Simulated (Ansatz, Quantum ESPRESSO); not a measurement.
# Ballistic transmission: Pb chain with one bond drawn out by 0.6 Å, part 3 of 4

Aim: the zero-bias transmission with pwcond for this junction: Pb chain with one bond drawn out by 0.6 Å.

Quantum ESPRESSO 7.5; plane-wave DFT, LDA, GBRV ultrasoft pseudopotentials; cross-check by Ansatz 0.2.0 with PAW datasets.

So far. Step 2 (Ground state): The run needed 12 iterations to bring the estimated error under 1e-07 Ry; the largest force on any atom, held or free, is 0.26 eV/Å. Step 3 (The open system): At no point does T exceed the number of channels. That doesn't clear the run: at some energies its lead has fewer channels than the second code's.

**4. The open system, with epsproj = 0.001**

Level of this step: transmission by pwcond, lead and junction from one cell; plane-wave DFT, LDA, GBRV ultrasoft pseudopotentials (Quantum ESPRESSO).

How much does a setting matter? One run is repeated with a change.

cond.w.in reads:

```
&inputcond
  outdir = './out'
  prefixt = 'scf'
  tran_file = 'cond.w.dat'
  bdl = 0.7733333333
  bds = 3.9466666667
  ikind = 1
  ewind = 4.0
  epsproj = 0.001
  nz1 = 7
  energy0 = 2.0
  denergy = -0.1
/
1
  0.00000000 0.00000000 1.00000000
41
```

Run with:

```bash
> OMP_NUM_THREADS=1 mpirun -n 4 pwcond.x -in cond.w.in > cond.w.out
```

What it wrote:

```text
[banner, memory and clock lines left out]
Program PWCOND v.7.5 starts
[citation notice left out]

[...]
./out/scf.save/

[...]
negative rho (up, down):  1.680E-01 0.000E+00
     Reading collected, re-writing distributed wavefunctions

===== INPUT FILE containing all the regions =====

     GEOMETRY:

     lattice parameter (alat)  =      14.1729  a.u.
     the volume                =   11235.9769 (a.u.)^3
     the cross section         =     200.8724 (a.u.)^2
     l of the unit cell        =       3.9467 (alat)
     number of atoms/cell      =           10
     number of atomic types    =            1

     crystal axes: (cart. coord. in units of alat)
               a(1) = (  1.0000  0.0000  0.0000 )
               a(2) = (  0.0000  1.0000  0.0000 )
               a(3) = (  0.0000  0.0000  3.9467 )

   Cartesian axes

     site n.     atom                  positions (alat units)
          1        Pb     tau(  1)=(  0.5000  0.5000  3.9467  )
          2        Pb     tau(  2)=(  0.5000  0.5000  0.3867  )
          3        Pb     tau(  3)=(  0.5000  0.5000  0.7733  )
          4        Pb     tau(  4)=(  0.5000  0.5000  1.1600  )
          5        Pb     tau(  5)=(  0.5000  0.5000  1.5467  )
          6        Pb     tau(  6)=(  0.5000  0.5000  2.0133  )
          7        Pb     tau(  7)=(  0.5000  0.5000  2.4000  )
          8        Pb     tau(  8)=(  0.5000  0.5000  2.7867  )
          9        Pb     tau(  9)=(  0.5000  0.5000  3.1733  )
         10        Pb     tau( 10)=(  0.5000  0.5000  3.5600  )

     nr1s                      =           54
     nr2s                      =           54
     nr3s                      =          216
     nr1sx                     =           54
     nr2sx                     =           54
     nr3sx                     =          216
     nr1                       =           60
     nr2                       =           60
     nr3                       =          240
     nr1x                      =           60
     nr2x                      =           60
     nr3x                      =          240

 _______________________________
  Radii of nonlocal spheres:

     type       ibeta     ang. mom.          radius (alat units)
       Pb         1         0                    0.1640
       Pb         2         0                    0.1640
       Pb         3         1                    0.1640
       Pb         4         1                    0.1640
       Pb         5         2                    0.1640
       Pb         6         2                    0.1640
----- General information -----

--- T calc. with identical leads (ikind=1) ---

     nrx                       =           54
     nry                       =           54
     nz1                       =            7

     energy0               =         2.0E+00
     denergy               =        -1.0E-01
     nenergy               =         41
     ecut2d                =         3.4E+01
     ewind                 =         4.0E+00
     epsproj               =         1.0E-03

     number of k_|| points=    1
                       cryst. coord.
        k(    1) = (   0.0000000   0.0000000), wk =   1.0000000
----- Information about left/right lead -----

     nocros                   =           18
     noins                    =           18
     norb                     =           54
     norbf                    =          162
     nrz                      =           42

      iorb      type   ibeta   ang. mom.   m       position (alat)
        1        1       1        0        1   taunew(   1)=(  0.5000  0.5000  0.0000)
        2        1       2        0        1   taunew(   2)=(  0.5000  0.5000  0.0000)
[...]
54        1       6        2        5   taunew(  54)=(  0.5000  0.5000  0.7733)
    k slab    z(k)  z(k+1)     crossing(iorb=1,norb)
    1   0.0000 0.0184 0.0184   111111111111111111000000000000000000000000000000000000
    2   0.0184 0.0368 0.0184   111111111111111111000000000000000000000000000000000000
[...]
42   0.7549 0.7733 0.0184   000000000000000000000000000000000000111111111111111111
----- Information about scattering region -----

     noins                    =          126
     norb                     =          162
     norbf                    =          162
     nrz                      =          174

      iorb      type   ibeta   ang. mom.   m       position (alat)
        1        1       1        0        1   taunew(   1)=(  0.5000  0.5000  0.0000)
        2        1       2        0        1   taunew(   2)=(  0.5000  0.5000  0.0000)
[...]
162        1       6        2        5   taunew( 162)=(  0.5000  0.5000  3.1733)
 ngper, shell number =          545          70
 ngper, n2d =          545          94
---  E-Ef =    2.0000000  k =    0.0000000   0.0000000
---  ie =          1  ik =          1
 Nchannels of the left tip =            3
 Right moving states:
   k1(2pi/a)   k2(2pi/a)   E-Ef (eV)
  -0.2419008  -0.0000358   2.0000000
  -0.2419008  -0.0000358   2.0000000
   0.4102235  -0.0000202   2.0000000
 Left moving states:
   k1(2pi/a)   k2(2pi/a)   E-Ef (eV)
   0.2419008  -0.0000358   2.0000000
   0.2419008  -0.0000358   2.0000000
  -0.4102235  -0.0000202   2.0000000

 to transmit
 Band j to band i transmissions and reflections:
    j         i     |T_ij|^2    |R_ij|^2

    1 -->     1     0.58546     0.00115
    1 -->     2     0.00000     0.41339
    1 -->     3     0.00000     0.00000
   Total T_j, R_j =    0.58546  0.41454

    2 -->     1     0.00000     0.41339
    2 -->     2     0.58546     0.00115
    2 -->     3     0.00000     0.00000
   Total T_j, R_j =    0.58546  0.41454

    3 -->     1     0.00000     0.00000
    3 -->     2     0.00000     0.00000
    3 -->     3     0.89879     0.10121
   Total T_j, R_j =    0.89879  0.10121

E-Ef(ev), T(x2 spins) =    2.0000000   4.1394271
---  E-Ef =    1.9000000  k =    0.0000000   0.0000000
---  ie =          2  ik =          1
 Nchannels of the left tip =            3
 Right moving states:
   k1(2pi/a)   k2(2pi/a)   E-Ef (eV)
  -0.2600431  -0.0000360   1.9000000
  -0.2600431  -0.0000360   1.9000000
   0.4035537  -0.0000203   1.9000000
 Left moving states:
   k1(2pi/a)   k2(2pi/a)   E-Ef (eV)
   0.2600431  -0.0000360   1.9000000
   0.2600431  -0.0000360   1.9000000
  -0.4035537  -0.0000203   1.9000000

 to transmit
 Band j to band i transmissions and reflections:
    j         i     |T_ij|^2    |R_ij|^2

    1 -->     1     0.58106     0.41702
    1 -->     2     0.00000     0.00191
    1 -->     3     0.00000     0.00000
   Total T_j, R_j =    0.58106  0.41894

    2 -->     1     0.00000     0.00191
    2 -->     2     0.58106     0.41702
    2 -->     3     0.00000     0.00000
   Total T_j, R_j =    0.58106  0.41894

    3 -->     1     0.00000     0.00000
    3 -->     2     0.00000     0.00000
    3 -->     3     0.89895     0.10105
   Total T_j, R_j =    0.89895  0.10105

E-Ef(ev), T(x2 spins) =    1.9000000   4.1221451
---  E-Ef =    1.8000000  k =    0.0000000   0.0000000
---  ie =          3  ik =          1
 Nchannels of the left tip =            3
 Right moving states:
   k1(2pi/a)   k2(2pi/a)   E-Ef (eV)
  -0.2780141  -0.0000362   1.8000000
  -0.2780141  -0.0000362   1.8000000
   0.3968594  -0.0000203   1.8000000
 Left moving states:
   k1(2pi/a)   k2(2pi/a)   E-Ef (eV)
   0.2780141  -0.0000362   1.8000000
   0.2780141  -0.0000362   1.8000000
  -0.3968594  -0.0000203   1.8000000

 to transmit
 Band j to band i transmissions and reflections:
    j         i     |T_ij|^2    |R_ij|^2

    1 -->     1     0.57664     0.02406
    1 -->     2     0.00000     0.39930
    1 -->     3     0.00000     0.00000
   Total T_j, R_j =    0.57664  0.42336

    2 -->     1     0.00000     0.39930
    2 -->     2     0.57664     0.02406
    2 -->     3     0.00000     0.00000
   Total T_j, R_j =    0.57664  0.42336

    3 -->     1     0.00000     0.00000
    3 -->     2     0.00000     0.00000
    3 -->     3     0.89929     0.10071
   Total T_j, R_j =    0.89929  0.10071

E-Ef(ev), T(x2 spins) =    1.8000000   4.1051410
[... further energies and points left out ...]
---  E-Ef =   -1.8000000  k =    0.0000000   0.0000000
---  ie =         39  ik =          1
 Nchannels of the left tip =            1
 Right moving states:
   k1(2pi/a)   k2(2pi/a)   E-Ef (eV)
   0.1113000  -0.0000197  -1.8000000
 Left moving states:
   k1(2pi/a)   k2(2pi/a)   E-Ef (eV)
  -0.1113000  -0.0000197  -1.8000000

 to transmit
 Band j to band i transmissions and reflections:
    j         i     |T_ij|^2    |R_ij|^2

    1 -->     1     0.75190     0.24810
   Total T_j, R_j =    0.75190  0.24810

E-Ef(ev), T(x2 spins) =   -1.8000000   1.5037902
---  E-Ef =   -1.9000000  k =    0.0000000   0.0000000
---  ie =         40  ik =          1
 Nchannels of the left tip =            1
 Right moving states:
   k1(2pi/a)   k2(2pi/a)   E-Ef (eV)
   0.0991181  -0.0000197  -1.9000000
 Left moving states:
   k1(2pi/a)   k2(2pi/a)   E-Ef (eV)
  -0.0991181  -0.0000197  -1.9000000

 to transmit
 Band j to band i transmissions and reflections:
    j         i     |T_ij|^2    |R_ij|^2

    1 -->     1     0.71316     0.28684
   Total T_j, R_j =    0.71316  0.28684

E-Ef(ev), T(x2 spins) =   -1.9000000   1.4263203
---  E-Ef =   -2.0000000  k =    0.0000000   0.0000000
---  ie =         41  ik =          1
 Nchannels of the left tip =            1
 Right moving states:
   k1(2pi/a)   k2(2pi/a)   E-Ef (eV)
   0.0857482  -0.0000196  -2.0000000
 Left moving states:
   k1(2pi/a)   k2(2pi/a)   E-Ef (eV)
  -0.0857482  -0.0000196  -2.0000000

 to transmit
 Band j to band i transmissions and reflections:
    j         i     |T_ij|^2    |R_ij|^2

    1 -->     1     0.65240     0.34760
   Total T_j, R_j =    0.65240  0.34760

E-Ef(ev), T(x2 spins) =   -2.0000000   1.3048061
   T_tot     2.00000      0.41394E+01
   T_tot     1.90000      0.41221E+01
   T_tot     1.80000      0.41051E+01
   T_tot     1.70000      0.40956E+01
   T_tot     1.60000      0.40963E+01
   T_tot     1.50000      0.41067E+01
   T_tot     1.40000      0.41250E+01
   T_tot     1.30000      0.41497E+01
   T_tot     1.20000      0.41806E+01
   T_tot     1.10000      0.42199E+01
   T_tot     1.00000      0.42707E+01
   T_tot     0.90000      0.43355E+01
   T_tot     0.80000      0.44138E+01
   T_tot     0.70000      0.45012E+01
   T_tot     0.60000      0.43861E+01
   T_tot     0.50000      0.46378E+01
   T_tot     0.40000      0.47040E+01
   T_tot     0.30000      0.47654E+01
   T_tot     0.20000      0.48407E+01
   T_tot     0.10000      0.49398E+01
   T_tot    -0.00000      0.50461E+01
   T_tot    -0.10000      0.50875E+01
   T_tot    -0.20000      0.49121E+01
   T_tot    -0.30000      0.43875E+01
   T_tot    -0.40000      0.36754E+01
   T_tot    -0.50000      0.30843E+01
   T_tot    -0.60000      0.22067E+01
   T_tot    -0.70000      0.17495E+01
   T_tot    -0.80000      0.17363E+01
   T_tot    -0.90000      0.17224E+01
   T_tot    -1.00000      0.17078E+01
   T_tot    -1.10000      0.16926E+01
   T_tot    -1.20000      0.16766E+01
   T_tot    -1.30000      0.16595E+01
   T_tot    -1.40000      0.16407E+01
   T_tot    -1.50000      0.16188E+01
   T_tot    -1.60000      0.15916E+01
   T_tot    -1.70000      0.15554E+01
   T_tot    -1.80000      0.15038E+01
   T_tot    -1.90000      0.14263E+01
   T_tot    -2.00000      0.13048E+01

[...]
```

The job ended after 66 s (4 MPI ranks of Arm Neoverse V2, shared host; peak memory 0.39 GiB; 4.4 min of CPU time).

The changed values were drawn from a wide range, not chosen for quality; the comparison shows what they did here together.

Beside the run it was changed from:

```csv
quantity,this run,unchanged run,difference
"transmission at the Fermi level, one spin",2.523,2.517,0.0059
"lead channels at the Fermi level, one spin",3,3,0
wall time (s),66,139,
```

Over all energies T moves by up to 1.3, at 0.6 eV, where the two runs count unlike lead channels.

The physical values in this table move by up to 0.23 %.

[end of part 3 of 4]

[Logs are printed without paths, hosts, clocks, repeated set-up lines and the standing remarks that a program may print on its own settings, such as how far it seeks lower states.]

[Hosts, paths, dates, database ids (printed as entryN), source tags and the programs' standing remarks are cut or masked in the printed files.]

[Maps of the electrostatic potential energy from Ansatz leave out the sawtooth potential of an applied field or a dipole correction, so their vacuum need not be flat; planar profiles and work functions include it.]
